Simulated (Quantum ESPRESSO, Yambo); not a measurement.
# Quasiparticle gap of PtSe2 (1T monolayer) in Yambo, part 3 of 3

How does a plane-wave GW calculation on PtSe2 (1T monolayer) run from the first input to the gap?

Quantum ESPRESSO 7.5 and Yambo 5.3.0; PBE and many-body steps on it, plane waves. Known limits of the many-body steps: not at the basis limit; no spin polarisation; d states lean on the start; no spin-orbit coupling.

So far. Step 4 (Bands along the symmetry lines): The gap is 1.408 eV, +0.012 eV from the run before at this level. Step 5 (Empty states on the mesh, 6×6×1 mesh, 84 bands): On this mesh the gap is 1.671 eV. The earlier step found 1.396 eV, so this mesh misses an edge.

## Step 7: Screening and self-energy, 6×6×1 mesh, 84 bands, screening to 74.8 eV

Now the one-shot GW correction: screening in the RPA, then the self-energy of the levels asked for.

This step: G0W0 on PBE, plane waves, norm-conserving pseudopotentials.

The input, gw1.in:

```
HF_and_locXC
gw0
dyson
ppa
em1d
rim_cut
rim_w
RandQpts= 3000000
RandGvec= 100 RL
CUTGeo= "slab z"
RandGvecW= 9 RL
EXXRLvcs= 104 Ry
VXCRLvcs= 416 Ry
Chimod= "HARTREE"
% BndsRnXp
 1 | 84 |
%
NGsBlkXp= 5.5 Ry
% LongDrXp
 1 | 1 | 0 |
%
% GbndRnge
 1 | 84 |
%
DysSolver= "n"
ExtendOut
PPAPntXp= 27.21138 eV
% QPkrange
 5 | 5 | 32 | 35 |
 2 | 2 | 32 | 35 |
 1 | 1 | 32 | 35 |
%
```

Launch:

```bash
> OMP_NUM_THREADS=2 mpirun -n 4 yambo -F gw1.in -J gw1 -C gw1 > gw1.log
```

What it wrote:

```text
 Yambo, version 5.3.0

 [02] CORE Variables Setup
 =========================

  [... cell, symmetries and grids as in the set-up ...]

  [02.05] Energies & Occupations
  ==============================

  [X] === General ===
  [X] Electronic Temperature                        :  0.000000  0.000000 [eV K]
  [X] Bosonic    Temperature                        :  0.000000  0.000000 [eV K]
  [X] Finite Temperature mode                       : no
  [X] El. density                                   :  0.36106E+24 [cm-3]
  [X] Fermi Level                                   :  0.560801 [eV]

  [X] === Gaps and Widths ===
  [X] Conduction Band Min                           :  1.671470 [eV]
  [X] Valence Band Max                              :  0.000000 [eV]
  [X] Filled Bands                                  :   33
  [X] Empty Bands                                   :   34   84
  [X] Direct Gap                                    :  1.742775 [eV]
  [X] Direct Gap localized at k                     :  2
  [X] Indirect Gap                                  :  1.671470 [eV]
  [X] Indirect Gap between kpts                     :   5   2
  [X] Last valence band width                       :  1.322094 [eV]
  [X] 1st conduction band width                     :  1.289815 [eV]

 [03] Transferred momenta grid and indexing
 ==========================================

 IBZ Q-points                                      :   7
 BZ  Q-points                                      :   36

 K/Q-points units:
 rlu = crystal or reduced units; cc = cartesian coordinates; iku = interal k-units

 Q [1]          [rlu]:  0.000000  0.000000  0.000000
 Q [2]          [rlu]: -0.42396E-19  0.16667       0.0000
 Q [3]          [rlu]: -0.84793E-19  0.33333       0.0000
 Q [4]          [rlu]:  0.12719E-18 -0.50000       0.0000
 Q [5]          [rlu]:  0.166667  0.166667  0.000000
 Q [6]          [rlu]:  0.166667  0.333333  0.000000
 Q [7]          [rlu]:  0.333333  0.333333  0.000000

 [04] Coloumb potential Random Integration (RIM)
 ===============================================

 Performing RIM of v_slab

  [04.01] RIM initialization
  ==========================

  * Diagonal components only detected *

  8 x (sBL volume)        :  0.044685 [a.u.]
  sBZ random points       :  3000000
  Points outside the sBZ  :  24000829
  RL volume               :  0.201085 [a.u.]
  Integrated volume       :  0.201078 [a.u.]

  [04.02] RIM integrals
  =====================

  Gamma point sphere radius             :  0.040053 [a.u.]
  Points outside the sphere             :  2398884
  [Int_sBZ(q=0) 1/q^2]*(Vol_sBZ)^(-1/3) =:  7.507497
                                 should be <:  7.795600

  Summary of Coulomb integrals for non-metallic bands |Q|[au] RIM/Bare

  Q [1] 0.100000E-4 0.963043 * Q [2] 0.170580 1.006765
  Q [5] 0.295453 1.027083 * Q [3] 0.341160 1.025122
  Q [6] 0.451312 1.018067 * Q [4] 0.511740 1.014812
  Q [7] 0.590906 1.011371
  Non-periodic chartesian directions : none
  Optical renormalization            :  28.34589 [au]
  Polarizability dimension           : length

 [05] Coloumb potential CutOffslab
 =================================

 Cut directionsZ
 Slab Cutoff:Z
 Symmetry test passed : yes

 [06] Dipoles
 ============

  [06.01] Setup: observables and procedures
  =========================================

  [WARNING] [x,Vnl] slows the Dipoles computation. To neglect it rename the ns.kb_pp file

 [07] Dynamic Dielectric Matrix (PPA)
 ====================================

 [WR./gw1//ndb.pp]---------------------------------------------------------------
  Brillouin Zone Q/K grids (IBZ/BZ)                :    7   36    7   36
  RL vectors                                       :  25897 [WF]
  Coulomb cutoff potential                         : slab z
  Electronic Temperature                           :  0.000000 [K]
  Bosonic    Temperature                           :  0.000000 [K]
  PPA    diel. fun.  energies                      : Perdew, Burke & Ernzerhof(X)+Perdew, Burke & Ernzerhof(C)
  wavefunctions                                    : Perdew, Burke & Ernzerhof(X)+Perdew, Burke & Ernzerhof(C)
  Global Gauge                                     : length
  X matrix size                                    :   329
  X band range                                     :    1   84
  X e/h energy range                               : -1.000000 -1.000000 [eV]
  X Time ordering                                  : R
  X Hxc Kernel                                     : HARTREE
  X Drude frequency                                :  0.000000  0.000000
  X poles                                          :  100.0000 [o/o]
  RL vectors in the sum                            :  25897
  [r,Vnl] included                                 : yes
  Field direction                                  :  0.707107E-5  0.707107E-5   0.00000
  BZ energy Double Grid                            : no
  BZ energy DbGd points                            : 0
  BZ Q point size factor                           : -1.000000
  X Optical Averaged directions                    : none

 [08] Local Exchange-Correlation + Non-Local Fock
 ================================================

 [VXC] Plane waves :  176333
 [EXS] Plane waves :  22149

 QP @ state[ 1 ] K range:  1  2
 QP @ state[ 1 ] b range:   32   35
 QP @ state[ 2 ] K range:   5   5
 QP @ state[ 2 ] b range:   32   35

 [xc] Functional : Perdew, Burke & Ernzerhof(X)+Perdew, Burke & Ernzerhof(C)
 [xc] LIBXC used to calculate xc functional
  PP Number of Atomic Species                      :  2
  NLCC RL compoments                               :  176333
  PP Number of Atomic Species                      :  2
  NLCC RL compoments                               :  176333

 [xc] E_xc :  -62.08769 [Ha]
      E_xc :  -124.1754 [Ry]

  Local XC kind (lXC) : Perdew, Burke & Ernzerhof(X)+Perdew, Burke & Ernzerhof(C)
  Non-Local XC kind (nlXC) : Hartree-Fock

  Corrections @ K [1] :  [eV]
 <32|nlXC|32> = -16.52043 -0.15653E-17 <32|lXC|32> = -14.96904  0.000000
 <33|nlXC|33> = -16.52036 -0.60519E-18 <33|lXC|33> = -14.96903  0.37763E-15
 <34|nlXC|34> = -14.18260  0.18545E-17 <34|lXC|34> = -17.79617  0.000000
 <35|nlXC|35> = -14.18249  0.21907E-17 <35|lXC|35> = -17.79611  0.000000

  Corrections @ K [2] :  [eV]
 <32|nlXC|32> = -16.42711  0.12696E-16 <32|lXC|32> = -14.47358  0.000000
 <33|nlXC|33> = -17.76571 -0.37481E-17 <33|lXC|33> = -15.82272  0.000000
 <34|nlXC|34> = -13.42765 -0.23730E-17 <34|lXC|34> = -16.42150 -0.37763E-15
 <35|nlXC|35> = -13.69918 -0.90489E-18 <35|lXC|35> = -17.32080  0.000000

  Corrections @ K [5] :  [eV]
 <32|nlXC|32> = -20.67706 -0.38800E-17 <32|lXC|32> = -17.50625  0.000000
 <33|nlXC|33> = -17.51141 -0.68186E-18 <33|lXC|33> = -15.41055  0.000000
 <34|nlXC|34> = -12.70563 -0.35003E-17 <34|lXC|34> = -15.96921  0.000000
 <35|nlXC|35> = -13.40894 -0.39815E-17 <35|lXC|35> = -16.71146  0.47204E-16

 [09] Dyson equation: Newton solver
 ==================================

  [09.01] RIM-W interpolation
  ===========================

  [WARNING] RIM-W works only for 2D semiconductors with slab cutoff
  Found compatible q grid: 2D
  q_min[ 1 ]:  0.16667      0.15922E-11   0.0000     [rlu]
   0.166667  0.083333  0.000000 [iku]
  q_min[ 2 ]:  0.42396E-19  0.16667       0.0000     [rlu]
   0.10261E-10  0.16667       0.0000     [iku]
  G-vectors :   9
  G-vectors loaded:   63
  Number of interpolated frequencies:  2

  Evaluating coefficients q = 0
  Evaluating coefficients q = 0

  [09.02] RIM-W integrals
  =======================

  8 x (sBL volume)        :  0.044685 [a.u.]
  sBZ random points       :  3000000
  Points outside the sBZ  :  24000829
  RL volume               :  0.201085 [a.u.]
  Integrated volume       :  0.201078 [a.u.]

  [09.03] RIM integrals
  =====================

  Comparison between head Wc = W - v averages: < Wc > [au] RIM-W/RIM

   < -Wc [Q = 1] > 0.380163E-1 0.571326E-4 * < -Wc [Q = 2] > 0.005773 0.005598
   < -Wc [Q = 3] > 0.001056 0.001035 * < -Wc [Q = 4] > 0.353353E-3 0.349653E-3
   < -Wc [Q = 5] > 0.001547 0.001512 * < -Wc [Q = 6] > 0.498813E-3 0.492791E-3
   < -Wc [Q = 7] > 0.228046E-3 0.225421E-3

  Comparison between head Wc = W - v averages: < Wc > [au] RIM-W/RIM

   < -Wc [G = 1,G`=0] > 0.380163E-1 0.571326E-4 * < -Wc [G = 2,G`=0] >-0.002072 0.000000
   < -Wc [G = 3,G`=0] >-0.002072 0.000000 * < -Wc [G = 4,G`=0] > 0.745213E-5  0.00000
   < -Wc [G = 5,G`=0] > 0.749191E-5  0.00000 * < -Wc [G = 6,G`=0] > 0.136013E-3  0.00000
   < -Wc [G = 7,G`=0] > 0.135981E-3  0.00000 * < -Wc [G = 8,G`=0] >-0.252891E-4  0.00000
   < -Wc [G = 9,G`=0] >-0.252901E-4  0.00000

 [10] G0W0 (W PPA)
 =================

 [  GW  ] Bands range     :    1   84
 [GW/PPA] G damping       :  0.100000 [eV]

 QP @ state[ 1 ] K range:  1  2
 QP @ state[ 1 ] b range:   32   35
 QP @ state[ 2 ] K range:   5   5
 QP @ state[ 2 ] b range:   32   35

  Sc/G bands                                       :    1   84
  Sc/G damping                                     :  0.100000 ev
  Sc bands terminator                              : no
  Sx RL components                                 :  22149

  QP @ state[ 1 ] K range                          :  1  2
  QP @ state[ 1 ] b range                          :   32   35
  QP @ state[ 2 ] K range                          :   5   5
  QP @ state[ 2 ] b range                          :   32   35
  GF energies kind                                 : Perdew, Burke & Ernzerhof(X)+Perdew, Burke & Ernzerhof(C)
  GF WF`s kind                                     : Perdew, Burke & Ernzerhof(X)+Perdew, Burke & Ernzerhof(C)
  Xs energies kind                                 : Perdew, Burke & Ernzerhof(X)+Perdew, Burke & Ernzerhof(C)
  Xs WF`s kind                                     : Perdew, Burke & Ernzerhof(X)+Perdew, Burke & Ernzerhof(C)

 [14] Game Over & Game summary
```

The job ended after 2.9 min (4 MPI ranks of AMD EPYC 7R43, shared host; peak memory 5.6 GiB).

This step gave:

```
G0W0 gap on the points computed              : 2.712 eV
starting gap on the mesh                     : 1.671 eV
k of the valence top                         : 0, 0, 0
k of the conduction bottom                   : 0, 0.1667, 0
least direct G0W0 gap on the computed points : 2.745 eV
Z at the valence top                         : 0.7435
Z at the conduction bottom                   : 0.7434
```

The gap on the mesh goes from 1.67 eV to 2.71 eV, a correction of +1.04 eV. The start differs from the 1.40 eV found before because the two sample other k points.

Limits: finite bands, cutoff and mesh; no spin polarisation; d states lean on the start; no spin-orbit coupling. v1 is the top filled band, c1 the lowest empty one. Levels before and after the correction, in eV, zero at the valence-band top of each column:

|  | conduction bottom | valence top |
| --- | --- | --- |
| Kohn-Sham | 1.67 | 0.00 |
| G0W0 | 2.71 | 0.00 |

|  | level | energy (eV) |
| --- | --- | --- |
| Kohn-Sham | Γ v2-v1 | 0.000 |
| Kohn-Sham | Γ c1-c2 | 2.961 |
| Kohn-Sham | (0 0.167 0) v2 | -0.122 |
| Kohn-Sham | (0 0.167 0) v1 | -0.071 |
| Kohn-Sham | (0 0.167 0) c1 | 1.671 |
| Kohn-Sham | (0 0.167 0) c2 | 2.654 |
| G0W0 | Γ v2-v1 | 0.000 |
| G0W0 | Γ c1-c2 | 4.224 |
| G0W0 | (0 0.167 0) v2 | -0.215 |
| G0W0 | (0 0.167 0) v1 | -0.033 |
| G0W0 | (0 0.167 0) c1 | 2.712 |
| G0W0 | (0 0.167 0) c2 | 3.877 |

## Step 8: Where the time went

Times are wall times on the hardware named with each run, good to a factor of about two.

| step | time | share | memory (GiB) |
| --- | --- | --- | --- |
| relaxation | 2.9 min | 41 % | 1.6 |
| ground state | 42 s | 10 % | 1.7 |
| bands along the symmetry lines | 16 s | 4 % | 1.5 |
| empty states on the mesh | 13 s | 3 % | 1.3 |
| conversion and set-up | 5.3 s | 1 % | 0.27 |
| screening and self-energy | 2.9 min | 41 % | 5.6 |

## Step 9: What came out

```
PBE gap                              : 1.40 eV, indirect
G0W0 gap on the mesh                 : 2.71 eV
G0W0 gap over the zone (rigid shift) : 2.44 eV
GW settings                          : 6×6×1 mesh, 84 bands, screening to 74.8 eV, Godby-Needs plasmon pole
known limits                         : not at the basis limit; no spin polarisation; d states lean on the start; no spin-orbit coupling
```

In words: G0W0 moves the gap on the mesh from 1.67 eV to 2.71 eV (+1.04 eV), with Z of 0.74 and 0.74 at the edges. The mesh misses the band edges by 0.28 eV in all; a rigid shift gives 2.44 eV for the zone. Only 3 of the mesh's irreducible points were corrected, so a valley elsewhere could overtake. Against experiment, by G0W0@PBE: the gap of 2.44 eV lies +0.54 eV from the measured 1.9 ± 0.05 eV (electronic, 8.5 K, on bilayer graphene on SiC(0001), 2023); the gap of 2.44 eV lies +0.44 eV from the measured 2 ± 0.1 eV (electronic, 77 K, on HOPG, 2021); the gap of 2.44 eV lies +0.49 eV from the measured 1.95 ± 0.05 eV (electronic, on bilayer graphene on SiC(0001), 2023). The computed sheet is free-standing; a substrate or cover screens it further and lowers both gap and binding, while the exciton line moves little. The calculation has static nuclei and no excitons; a measured gap holds zero-point and thermal motion, which mostly lowers it. With atoms this heavy the missing spin-orbit coupling can matter too. Bands and cutoff are finite, so the gap is not at the basis limit. The miss can reach some tenths of an eV and take either sign; the mesh is an error of its own. In the G0W0 run levels were corrected at 3 k points alone, so a gap called «on the mesh» is the least over those, and an edge elsewhere would be missed. A denser mesh or path gives a starting gap of 1.40 eV: the GW mesh misses a band edge, so its gaps are not the fundamental one. The runs have no spin polarisation. For a closed low-spin shell that is the natural state; where a d or f shell is open it is a constraint, and the gap is then not the crystal's own. With d states at the gap, one-shot GW leans hard on its start.

[Paths, hosts, dates, memory and timing lines, banners, echoed tables and standing remarks are left out of the program output.]

[Logs are printed without paths, hosts, clocks, repeated set-up lines and the standing remarks that a program may print on its own settings, such as how far it seeks lower states.]

[Runs of the session that timed out or met a known fault of the program may be left out.]

[Hosts, paths, dates, database ids (printed as entryN), source tags and the programs' standing remarks are cut or masked in the printed files.]
